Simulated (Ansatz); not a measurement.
# TaAgS3 (model cell, started as cubic perovskite with Ta in the octahedra): following an unstable mode

Aim: this structure of TaAgS3 (model cell, started as cubic perovskite with Ta in the octahedra) is to be tested for unstable modes, and one is followed downhill.

Calculated with Ansatz 0.2.0; DFT PBE, scalar-relativistic, plane waves, PAW.

The structure was built from a prototype and need not be the compound's stable phase.

## Step 1: Starting point

It takes space group Pm-3m (No. 221, cubic). Conventional cell: a = 4.812 Å, b = 4.812 Å, c = 4.812 Å, α = 90.00°, β = 90.00°, γ = 90.00°. Ag has 12 S at 3.40 Å nearest. Nearest to Ta lie 6 S at 2.41 Å. S has 2 Ta at 2.41 Å nearest. Farther neighbours and most contacts between anions are not listed.

## Step 2: Response at finite wavevector

The cell comes from relaxations at this level that are not shown. Stability and thermal properties need the whole zone. Linear response on a 2×2×2 q mesh gives force constants as far as a supercell of that size would.

Input file input.yaml:

```yaml
crystal:
  lattice:
    - [4.8116307016, 0.0, 0.0]
    - [0.0, 4.8116307016, 0.0]
    - [0.0, 0.0, 4.8116307016]
  atoms:
    - { symbol: Ag, position: [0.0, 0.0, 0.0] }
    - { symbol: Ta, position: [0.5, 0.5, 0.5] }
    - { symbol: S, position: [0.5, 0.5, 0.0] }
    - { symbol: S, position: [0.5, 0.0, 0.5] }
    - { symbol: S, position: [0.0, 0.5, 0.5] }
kpoints:
  mp_grid: { grid: [8, 8, 8] }
hamiltonian:
  xc: pbe
scf:
  occupations: { method: methfessel_paxton, width: 0.2 }
output:
  eigenvalues: true
phonons:
  method: dfpt
  qmesh: [2, 2, 2]
  temperatures: { t_max: 1000, t_step: 50 }
  qpath:
    path:
      - [[0.0, 0.0, 0.0], [0.0, 0.5, 0.0], [0.5, 0.5, 0.0], [0.0, 0.0, 0.0], [0.5, 0.5, 0.5], [0.0, 0.5, 0.0]]
      - [[0.5, 0.5, 0.5], [0.5, 0.5, 0.0]]
    npoints: 10
```

Launch:

```bash
ansatz run input.yaml --threads 8 --pin off --max-ram 14336MiB --backend cpu --events-out ev --progress --plain --runs-dir out
```

Numbers of over 12 decimals in the logs are rounded to 6 here.

Log:

```text
Engine: ansatz 0.2.0, aarch64-unknown-linux-gnu
Pseudopotentials: kind: paw
Pseudopotential: Ag, paw, valence charge 19, recommended cutoff 420 eV (normal), Ag.paw.azcp
Pseudopotential: Ta, paw, valence charge 13, recommended cutoff 420 eV (normal), Ta.paw.azcp
Pseudopotential: S, paw, valence charge 6, recommended cutoff 420 eV (normal), S.paw.azcp
Functional definition: PBE
  parameter kappa = 0.804
  parameter beta = 0.066725
  exchange = pbe_x(kappa = kappa, mu = beta*pi^2/3)
  correlation = pbe_c(beta = beta)
Crystal: 5 atoms, lattice volume = 111.398 Å³
Basis set: ecut = 420 eV, 2109 PW (Γ), exchange–correlation on 72×72×72 points (8 copies of the dense FFT grid, shifted against one another)
Bands: 30, of which v1, the nominal top of the filled ones, is band 25 counted from 1 (24 counted from 0)
Symmetry: 48 space group operations
k-points: 35 of 512
Non-local potential: Ag, projectors of the file, l = 0: 3, l = 1: 2, l = 2: 2, l = 3: 1
Non-local potential: Ta, projectors of the file, l = 0: 3, l = 1: 2, l = 2: 2, l = 3: 1
Non-local potential: S, projectors of the file, l = 0: 2, l = 1: 2, l = 2: 2
PAW form: soft (Blöchl's): semilocal exchange-correlation on the pseudo side does not see the compensation charge
PAW one-centre angular grid: Ag, 590 points (default); XC on 64 Gauss nodes
PAW one-centre angular grid: Ta, 590 points (default); XC on 64 Gauss nodes
PAW one-centre angular grid: S, 110 points (default); XC on 64 Gauss nodes
Initial density: superposition of atomic densities (neutral atoms: chi_scale 0, normalization atom), corrected by the library's trained network
Initial wavefunctions: pseudopotential atomic-orbital guess
Functional: x = pbe(κ = 0.804, μ = 0.219515), c = pbe(β = 0.066725)
SCF iter   1: F=—  HF=-20230.230972 eV  |F-HF|=—  |Δ(HF+E_count)|=         —  Δρ=3.86e-3  dr2=1.98e-2  ethr=1.77e-3  ⟨swp⟩=5.1  Hψ=4046  notcnv=0
preconditioner: auto → Kerker (q_TF=auto, 2.387 Å⁻¹)  [metal: Δε(μ)=0.123 eV  Ē_g=6.763 eV  σ=0.200 eV  W_gap=0.47  n_scr=26 (ndim 8)  ℏωp=20.5 eV  f_vac=0.005  D(μ)=1.38/eV (n_scr^D=6)]
SCF iter   2: F=—  HF=-20230.229470 eV  |F-HF|=—  |Δ(HF+E_count)|=   1.50e-3  S|Δr|=    0.00e0  Δρ=2.10e-3  dr2=8.77e-3  ethr=3.96e-5  ⟨swp⟩=1.8  Hψ=1446  notcnv=0
SCF iter   3: F=—  HF=-20230.227262 eV  |F-HF|=—  |Δ(HF+E_count)|=   2.21e-3  S|Δr|=    0.00e0  Δρ=5.22e-4  dr2=1.08e-3  ethr=1.75e-5  ⟨swp⟩=2.3  Hψ=1439  notcnv=0
SCF iter   4: F=—  HF=-20230.226998 eV  |F-HF|=—  |Δ(HF+E_count)|=   2.64e-4  S|Δr|=    0.00e0  Δρ=1.95e-4  dr2=4.77e-5  ethr=2.16e-6  ⟨swp⟩=2.0  Hψ=1466  notcnv=0
SCF iter   5: F=—  HF=-20230.226997 eV  |F-HF|=—  |Δ(HF+E_count)|=   8.07e-7  S|Δr|=    0.00e0  Δρ=7.25e-5  dr2=4.91e-6  ethr=9.54e-8  ⟨swp⟩=2.3  Hψ=1671  notcnv=0
SCF iter   6: F=—  HF=-20230.226992 eV  |F-HF|=—  |Δ(HF+E_count)|=   4.95e-6  S|Δr|=    0.00e0  Δρ=2.12e-5  dr2=3.20e-7  ethr=9.82e-9  ⟨swp⟩=2.0  Hψ=1834  notcnv=0
SCF iter   7: F=—  HF=-20230.226992 eV  |F-HF|=—  |Δ(HF+E_count)|=   1.01e-7  S|Δr|=    0.00e0  Δρ=5.40e-6  dr2=2.76e-8  ethr=6.39e-10  ⟨swp⟩=2.0  Hψ=1764  notcnv=0
SCF iter   8: F=—  HF=-20230.226992 eV  |F-HF|=—  |Δ(HF+E_count)|=   3.42e-8  S|Δr|=    0.00e0  Δρ=1.13e-6  dr2=2.05e-9  ethr=5.52e-11  ⟨swp⟩=2.0  Hψ=1574  notcnv=0
SCF iter   9: F=—  HF=-20230.226992 eV  |F-HF|=—  |Δ(HF+E_count)|=   2.95e-9  S|Δr|=    0.00e0  Δρ=3.64e-7  dr2=1.64e-10  ethr=4.11e-12  ⟨swp⟩=2.0  Hψ=1589  notcnv=0
SCF iter  10: F=-20230.226992 eV  HF=-20230.226992 eV  |F-HF|=3.64e-12  |Δ(HF+E_count)|=  1.60e-10  S|Δr|=    0.00e0  Δρ=6.41e-8  dr2=4.57e-12  ethr=1.00e-12  ⟨swp⟩=6.3  Hψ=5450  notcnv=0
SCF 1 converged in 10 iterations: F = -20230.226992 eV  dr2 = 4.57e-12
  greatest PAW one-centre occupation: 1.000 electrons in one spin orbital (limit 2), on the Ag atom at site 0 (counted from 0), in its partial waves of l = 0
Initial density: read from a saved state, or passed on in memory by an earlier SCF of this step, an earlier step, the calling program or the single point that the run made first
iter 1 solved again at ethr=3.98e-7 eV; its pass at ethr=3.10e-3 eV (dr2=1.99e-4 eV) is discarded
SCF iter   1: F=—  HF=-20230.226992 eV  |F-HF|=—  |Δ(HF+E_count)|=         —  Δρ=1.16e-6  dr2=2.66e-9  ethr=3.98e-7  ⟨swp⟩=3.0  Hψ=6813  notcnv=0
eigensolver tolerance schedule: the retry pair's looser diagonalisation over-reported the residual by 74806.42 of it (diagonalisation noise at an unbounded share of the residual, at the tolerance the schedule requests for it); recorded, not acted on — ethr = c·dr2/N_el stays at c = 1.0e-1
preconditioner: auto → Kerker (q_TF=auto, 2.387 Å⁻¹)  [metal: Δε(μ)=0.115 eV  Ē_g=6.790 eV  σ=0.200 eV  W_gap=0.44  n_scr=26 (ndim 8)  ℏωp=20.5 eV  f_vac=0.007  D(μ)=1.50/eV (n_scr^D=6)]
SCF iter   2: F=—  HF=-20230.226992 eV  |F-HF|=—  |Δ(HF+E_count)|=   7.53e-7  S|Δr|=    0.00e0  Δρ=4.94e-7  dr2=5.10e-10  ethr=5.33e-12  ⟨swp⟩=3.8  Hψ=2764  notcnv=0
SCF iter   3: F=—  HF=-20230.226992 eV  |F-HF|=—  |Δ(HF+E_count)|=  4.00e-11  S|Δr|=    0.00e0  Δρ=3.52e-7  dr2=2.52e-10  ethr=1.02e-12  ⟨swp⟩=1.0  Hψ=1050  notcnv=0
SCF iter   4: F=—  HF=-20230.226992 eV  |F-HF|=—  |Δ(HF+E_count)|=  3.27e-11  S|Δr|=    0.00e0  Δρ=1.54e-7  dr2=4.51e-11  ethr=1.00e-12  ⟨swp⟩=1.0  Hψ=1050  notcnv=0
SCF iter   5: F=-20230.226992 eV  HF=-20230.226992 eV  |F-HF|=1.09e-11  |Δ(HF+E_count)|=    0.00e0  S|Δr|=    0.00e0  Δρ=4.44e-8  dr2=3.60e-12  ethr=1.00e-12  ⟨swp⟩=2.1  Hψ=2648  notcnv=0
SCF 2 converged in 5 iterations: F = -20230.226992 eV  dr2 = 3.60e-12
phonons: the bands overlap, so this run is a metal and interpolates without the dipole-dipole term. If the crystal is really an insulator or semiconductor, its LO-TO splitting is missing
NSCF: frozen V_eff on 35 k-points
NSCF: frozen V_eff on 125 k-points
DFPT response loops at q = (0, 0, 0) (fractional): preconditioner auto → Kerker (q_TF=auto, 2.387 Å⁻¹) (partly filled bands, converged f_vac=0.007); β = 1.00, the filter's whole step (`scf.mixing.beta` (0.50) is not read by the response loops under this deck's `scf.mixing.preconditioner`; to damp them name `kerker` or `kerker_dos`, under which they read `scf.mixing.beta`, and type it under 1.00, their step now; both keys bind the ground state too); Broyden in place of MSR1
NSCF: frozen V_eff on 250 k-points
DFPT response loops at q = (0, 0, -0.5) (fractional): mixed as the last ones told, above
NSCF: frozen V_eff on 250 k-points
DFPT response loops at q = (0, -0.5, -0.5) (fractional): mixed as the last ones told, above
NSCF: frozen V_eff on 250 k-points
DFPT response loops at q = (-0.5, -0.5, -0.5) (fractional): mixed as the last ones told, above
SCF converged after 10 iterations
Stability not checked: this state was not tested for a lower state beside it, because cold or Methfessel-Paxton smearing, or corrected tetrahedra, fill the levels in a way that the test cannot read (fill_not_monotonic; see scf.lower_state_search)
Free energy (F): -20230.226992 eV
Harris-Foulkes:  -20230.226992 eV  (|F-HF|=3.64e-12)
Internal energy: -20230.232866 eV  (E = F + TS)
E sigma→0 (E₀):  -20230.228461 eV
Entropy (-TS):   0.005874 eV (1.175 meV/atom)
Fermi energy:    8.216283 eV
Step filling:    the computed levels leave a gap of 0.1150 eV = 0.6 smearing widths at the electron count; against every level under it full and every level over it empty, smearing changes F+E_penalty+E_count by +4.171 meV and its σ→0 estimate by +2.702 meV
--- Per-component energies (eV) ---
  E_band       = -610.306388
  E_kinetic    = 1211.642151
  E_local      = -4592.372524  (includes V_loc(G=0)·N_el)
  E_nonlocal   = 183.849414
  E_hartree    = 1913.650626
  E_xc         = -690.491443
  E_vxc        = -695.400564  (∫ρ·V_xc dr)
  E_paw        = -14103.400509  (= ΣΔE_a)
  E_vpaw       = -545.326549  (= ΣTr[D̂ρ^β])
  E_aug_tail   = 0.000458  (compensation charges beyond the density's cutoff)
  E_ewald      = -4153.111040
  E_smearing   = 0.005874  (= −TS)
  E_closure    = -0.000000  (closes the sum)
  Σ components = -20230.226992   (vs F -20230.226992, Δ=0.00e0)
--- Band table (eV; the first three rows and the last of 35) ---
  k-point 0: bands = [... 21 lower, 6.8992, 7.4141, 7.4141, 7.4141, 7.6673, 7.6673, 7.6673, 8.3374, ... 1 higher]
  k-point 1: bands = [... 21 lower, 6.7573, 6.9044, 7.2635, 7.2635, 7.6652, 8.3870, 8.3870, 8.6772, ... 1 higher]
  k-point 2: bands = [... 21 lower, 5.9583, 6.9157, 7.3327, 7.3327, 7.6602, 9.3381, 9.3381, 9.4120, ... 1 higher]
  k-point 34: bands = [... 21 lower, 5.0174, 8.2501, 8.2501, 8.2501, 8.3413, 10.9003, 10.9003, 10.9003, ... 1 higher]
--- Phonons (Γ-DFPT): 4 representative perturbations + reference (Σ response iterations 12) ---
  ASR residual: 7.159e-5 → 0.000e0 eV/Å²; symmetrization residual: 4.782e-6 eV/Å²
  ASR residual per site (eV/Å²): 7.16e-5 6.22e-5 6.28e-5 6.28e-5 6.28e-5
  Γ frequencies (cm⁻¹): -127.31 -127.31 -127.31 -86.25 -86.25 -86.25 -35.28 -35.28 -35.28 0.00 0.00 0.00 338.73 338.73 338.73
--- Phonons (arbitrary-q DFPT): 4 irreducible q on the 2×2×2 mesh ---
  q = [0.0000, 0.0000, 0.0000] (star 1, of the zone-centre solve; hermiticity 8.78e-7, symmetrization 7.13e-12): -127.31 -127.31 -127.31 -86.25 -86.25 -86.25 -35.28 -35.28 -35.28 -0.00 -0.00 0.00 338.73 338.73 338.73
  q = [0.0000, 0.0000, -0.5000] (star 3, 9 solved perturbations in 975 linear systems a pass and spin channel, the states on 125 of 512 k-point pairs; hermiticity 5.96e-7, symmetrization 9.54e-13): -97.53 -60.23 -60.23 -55.68 -55.68 -38.10 -36.08 -36.08 107.43 107.43 108.56 183.19 334.28 334.28 440.88
  q = [0.0000, -0.5000, -0.5000] (star 3, 9 solved perturbations in 975 linear systems a pass and spin channel, the states on 125 of 512 k-point pairs; hermiticity 1.04e-6, symmetrization 3.20e-14): -181.12 -55.78 -55.78 -48.84 -44.38 93.14 93.14 107.46 107.46 172.27 172.27 183.99 192.08 330.91 476.52
  q = [-0.5000, -0.5000, -0.5000] (star 1, 4 solved perturbations in 350 linear systems a pass and spin channel, the states on 125 of 512 k-point pairs; hermiticity 2.01e-7, symmetrization 3.58e-12): -173.68 -173.68 -173.68 -136.94 -136.94 -53.44 -53.44 -53.44 159.69 159.69 159.69 192.26 192.26 192.26 501.66
  sum rule: each row above includes the acoustic sum rule's correction from the zone centre's row sums; it moved no ω² by more than (0.73 cm⁻¹)²
  mesh force constants: q→R imaginary residual 3.24e-18; ASR residual 7.159e-5 → 0.000e0 eV/Å²; symmetrization residual 2.309e-14 eV/Å²
  interpolated dispersion: 62 rows × 15 modes
  density of states and harmonic sums: on the 14×14×14 q-mesh, interpolated from the force constants of a 2×2×2 supercell (no non-analytic term)
  largest difference from the sums on the solved wave vectors: F 3.16e-1 eV, S 4.22e-4 and C_V 1.08e-4 eV/K
  zero-point energy: 0.104796 eV/cell   skipped modes (ω ≤ 0): 759, of them read as no rigid motion or as one in doubt: 756 (6.137e0 modes/cell left out, lowest -181.12 cm⁻¹)   left out of the sums: 4.09e-1 of the cell's modes: C_V's classical limit lies that fraction below 3 k_B per atom; for a crystal, a wire or a layer, F and S can be off by more, and a phonons.interpolated_qmesh denser along its periods is the remedy for the sampling
```

Wall time 3.9 min (8 threads of Arm Neoverse N1, shared host); peak memory 1.5 GiB.

This step gave:

```yaml
volume_per_atom: 22.28 Å³
gap_on_the_k_mesh: 0 eV
sum_rule_residual_before_enforcement: 7.16e-5 eV/Å²
lowest_frequency_on_the_path: -181.1 cm⁻¹
point_group: m-3m
highest_frequency_on_the_path_or_at_a_solved_wavevector: 501.7 cm⁻¹
highest_optical_mode_at_the_zone_centre_no_lo_to_term: 338.7 cm⁻¹
lowest_optical_zone_centre_mode: -127.3 cm⁻¹
lowest_mode_on_the_q_mesh_acoustic_modes_at_gamma_apart: -181.1 cm⁻¹
```

Frequencies (cm⁻¹) solved at each irreducible wavevector; negative means imaginary. Frequencies by wavevector, by row:

| q in reciprocal lattice units | star | mode 1 | mode 2 | mode 3 | mode 4 | mode 13 | mode 14 | mode 15 |
| --- | --- | --- | --- | --- | --- | --- | --- | --- |
| 0 0 0 | 1 | -127.3 | -127.3 | -127.3 | -86.2 | 338.7 | 338.7 | 338.7 |
| 0 0 -0.5 | 3 | -97.5 | -60.2 | -60.2 | -55.7 | 334.3 | 334.3 | 440.9 |
| 0 -0.5 -0.5 | 3 | -181.1 | -55.8 | -55.8 | -48.8 | 192.1 | 330.9 | 476.5 |
| -0.5 -0.5 -0.5 | 1 | -173.7 | -173.7 | -173.7 | -136.9 | 192.3 | 192.3 | 501.7 |

Interpolated from a 2×2×2 q mesh. The phonon branches at the labelled points (cm⁻¹):

| point | branch 1 | branch 2 | branch 3 | branch 4 | branch 12 | branch 13 | branch 14 | branch 15 |
| --- | --- | --- | --- | --- | --- | --- | --- | --- |
| Γ | -127 | -127 | -127 | -86 | 0 | 339 | 339 | 339 |
| halfway | -113 | -94 | -94 | -64 | 124 | 337 | 337 | 389 |
| X | -98 | -60 | -60 | -56 | 183 | 334 | 334 | 441 |
| halfway | -147 | -56 | -52 | -51 | 192 | 270 | 333 | 460 |
| M | -181 | -56 | -56 | -49 | 184 | 192 | 331 | 476 |
| halfway | -135 | -60 | -58 | -55 | 158 | 302 | 335 | 427 |
| Γ | -127 | -127 | -127 | -86 | 0 | 339 | 339 | 339 |
| halfway | -135 | -111 | -111 | -52 | 172 | 279 | 279 | 461 |
| R | -174 | -174 | -174 | -137 | 192 | 192 | 192 | 502 |
| halfway | -148 | -121 | -112 | -53 | 195 | 227 | 251 | 484 |
| X | -98 | -60 | -60 | -56 | 183 | 334 | 334 | 441 |
| jump to R | -174 | -174 | -174 | -137 | 192 | 192 | 192 | 502 |
| halfway | -177 | -127 | -127 | -53 | 185 | 192 | 204 | 496 |
| M | -181 | -56 | -56 | -49 | 184 | 192 | 331 | 476 |

Symmetry leaves 4 wavevectors to solve. The lowest mode among them, the acoustic zeros apart, lies at q = (0, -0.5, -0.5) and is imaginary, 181.1i cm⁻¹, so the energy falls along it.

## Step 3: The mode frozen in, largest atomic shift 0 Å

The mode followed lies at q = (-0.5, -0.5, -0.5) with frequency 173.7i cm⁻¹ and is 3-fold degenerate, one of the unstable modes though not the softest. At small amplitude the distorted cell has space group no. 140 by a symmetry search on the positions. The undistorted cell that holds it gives the zero of energy on the same k mesh.

System of this step: TaAgS3 (model cell, started as cubic perovskite with Ta in the octahedra). It takes space group Pm-3m (No. 221, cubic). Conventional cell: a = 4.812 Å, b = 4.812 Å, c = 4.812 Å, α = 90.00°, β = 90.00°, γ = 90.00°. Nearest to Ag lie 12 S at 3.40 Å. Nearest to Ta lie 6 S at 2.41 Å. Nearest to S lie 2 Ta at 2.41 Å. Farther neighbours and most contacts between anions are not listed.

Input file input.yaml:

```yaml
crystal:
  lattice:
    - [4.8116307016, 4.8116307016, 0.0]
    - [4.8116307016, 0.0, 4.8116307016]
    - [4.8116307016, 0.0, -4.8116307016]
  atoms:
    - { symbol: Ag, position: [0.0, 0.5, 0.5] }
    - { symbol: Ag, position: [0.0, 0.0, 0.0] }
    - { symbol: Ta, position: [0.5, 0.25, 0.75] }
    - { symbol: Ta, position: [0.5, 0.75, 0.25] }
    - { symbol: S, position: [0.5, 0.0, 1.0] }
    - { symbol: S, position: [0.5, 0.5, 0.5] }
    - { symbol: S, position: [0.0, 0.0, 0.5] }
    - { symbol: S, position: [0.0, 0.5, 1.0] }
    - { symbol: S, position: [0.5, 0.5, 1.0] }
    - { symbol: S, position: [0.5, 0.0, 0.5] }
kpoints:
  mp_grid: { grid: [8, 8, 8] }
hamiltonian:
  xc: pbe
scf:
  occupations: { method: methfessel_paxton, width: 0.2 }
output:
  forces: true
  stress: true
  eigenvalues: true
```

Log:

```text
[...]
Crystal: 10 atoms, lattice volume = 222.796 Å³
Basis set: ecut = 420 eV, 4285 PW (Γ), exchange–correlation on 96×96×96 points (8 copies of the dense FFT grid, shifted against one another)
Bands: 60, of which v1, the nominal top of the filled ones, is band 50 counted from 1 (49 counted from 0)
Symmetry: 96 space group operations
[...]
k-points: 29 of 512
[...]
k-point 0: bands = [... 46 lower, 7.4090, 7.6999, 7.6999, 7.6999, 8.2361, 8.2361, 8.2361, 8.3320, ... 6 higher]
  k-point 1: bands = [... 46 lower, 7.2329, 8.0126, 8.0967, 8.0967, 8.1519, 8.1519, 8.1695, 8.4698, ... 6 higher]
  k-point 2: bands = [... 46 lower, 7.1076, 7.9288, 7.9288, 7.9892, 8.2555, 8.6854, 8.6854, 8.8164, ... 6 higher]
  k-point 28: bands = [... 46 lower, 6.5468, 6.5468, 7.5758, 7.5758, 9.4286, 9.4286, 9.9155, 9.9155, ... 6 higher]
[key lines of the parts left out:]
SCF converged after 7 iterations
Free energy (F): -40460.451884 eV
Fermi energy:    8.164071 eV
P = ⅓ Tr σ = -0.0902 GPa (-0.902 kbar)
```

It took 4.8 s on 8 threads; peak memory 1.1 GiB.

Numbers from this step:

- pressure: -0.09016 GPa
- energy from the undistorted cell: 0 meV/atom

The run ends at a pressure of -0.09 GPa.

## Step 4: The mode frozen in, largest atomic shift 0.6 Å

The atoms are moved along the unstable eigenvector, the largest shift by 0.6 Å, with the cell fixed.

input.yaml, the sections that differ from step 3:

```yaml
crystal:
  lattice:
    - [4.8116307016, 4.8116307016, 0.0]
    - [4.8116307016, 0.0, 4.8116307016]
    - [4.8116307016, 0.0, -4.8116307016]
  atoms:
    - { symbol: Ag, position: [0.0, 0.5, 0.5] }
    - { symbol: Ag, position: [0.0, 0.0, 0.0] }
    - { symbol: Ta, position: [0.5, 0.25, 0.75] }
    - { symbol: Ta, position: [0.5, 0.75, 0.25] }
    - { symbol: S, position: [0.5, -0.0623489246, 0.9376510754] }
    - { symbol: S, position: [0.5, 0.5623489246, 0.5623489246] }
    - { symbol: S, position: [0.0, 0.0, 0.5] }
    - { symbol: S, position: [0.0, 0.5, 1.0] }
    - { symbol: S, position: [0.5, 0.4376510754, 1.0623489246] }
    - { symbol: S, position: [0.5, 0.0623489246, 0.4376510754] }
# kpoints, hamiltonian, scf, output: as in step 3
```

Log:

```text
[...]
Crystal: 10 atoms, lattice volume = 222.796 Å³
Basis set: ecut = 420 eV, 4285 PW (Γ), exchange–correlation on 96×96×96 points (8 copies of the dense FFT grid, shifted against one another)
Bands: 60, of which v1, the nominal top of the filled ones, is band 50 counted from 1 (49 counted from 0)
Symmetry: 16 space group operations
[...]
k-points: 59 of 512
[...]
k-point 0: bands = [... 46 lower, 7.5110, 7.5110, 7.5242, 7.5242, 7.9414, 8.3520, 8.3520, 9.1515, ... 6 higher]
  k-point 1: bands = [... 46 lower, 7.1089, 7.3509, 7.6910, 7.7789, 8.2670, 8.3373, 8.3475, 9.3498, ... 6 higher]
  k-point 2: bands = [... 46 lower, 7.0971, 7.2002, 7.7648, 7.8509, 8.4270, 8.4622, 8.7228, 9.6258, ... 6 higher]
  k-point 58: bands = [... 46 lower, 6.5852, 6.7644, 7.5553, 7.5553, 7.9176, 9.0443, 9.8943, 9.8943, ... 6 higher]
[key lines of the parts left out:]
SCF converged after 8 iterations
Free energy (F): -40461.766572 eV
Fermi energy:    7.993395 eV
P = ⅓ Tr σ = -4.2408 GPa (-42.408 kbar)
```

Wall time 10 s (8 threads); peak memory 1.2 GiB; 79 s of CPU time.

This step gave:

| Item | Value |
| --- | --- |
| pressure | -4.241 GPa |
| energy from the undistorted cell | -131.8 meV/atom |

The energy, extrapolated to zero smearing, is -131.75 meV/atom against the undistorted cell.

The run ends at a pressure of -4.24 GPa, with forces up to 0.51 eV/Å.

## Step 5: Energy along the mode, all amplitudes (two of the runs are shown above)

An imaginary frequency means negative curvature, so the energy should fall and then rise again as anharmonic terms take over.

Numbers from this step:

```
depth at the lowest point sampled  : 131.8 meV/atom
largest atomic shift at that point : 0.6 Å
```

Energy from the parent against largest atomic shift:

| largest atomic shift (Å) | energy from the parent (meV/atom) |
| --- | --- |
| 0.000 | 0 |
| 0.040 | -1.05 |
| 0.080 | -4.19 |
| 0.140 | -12.6 |
| 0.220 | -29.7 |
| 0.320 | -56.5 |
| 0.450 | -94.2 |
| 0.600 | -132 |

Displacement at unit largest shift by atom:

| atom | x (Å) | y (Å) | z (Å) | size |
| --- | --- | --- | --- | --- |
| Ag1 | 0.00 | 0.00 | 0.00 | 0.00 |
| Ag2 | 0.00 | 0.00 | 0.00 | 0.00 |
| Ta3 | 0.00 | 0.00 | 0.00 | 0.00 |
| Ta4 | 0.00 | 0.00 | 0.00 | 0.00 |
| S5 | -1.00 | 0.00 | 0.00 | 1.00 |
| S6 | 1.00 | 0.00 | 0.00 | 1.00 |
| S7 | 0.00 | 0.00 | 0.00 | 0.00 |
| S8 | 0.00 | 0.00 | 0.00 | 0.00 |
| S9 | 0.00 | 0.00 | -1.00 | 1.00 |
| S10 | 0.00 | 0.00 | 1.00 | 1.00 |

The lowest of the steps tried is the last one, at 0.6 Å, 132 meV/atom below the parent; the bottom of the well need not coincide with a step.

[end of part 1 of 2]

[Logs are printed without paths, hosts, clocks, repeated set-up lines and the standing remarks that a program may print on its own settings, such as how far it seeks lower states.]

[Hosts, paths, dates, database ids (printed as entryN), source tags and the programs' standing remarks are cut or masked in the printed files.]
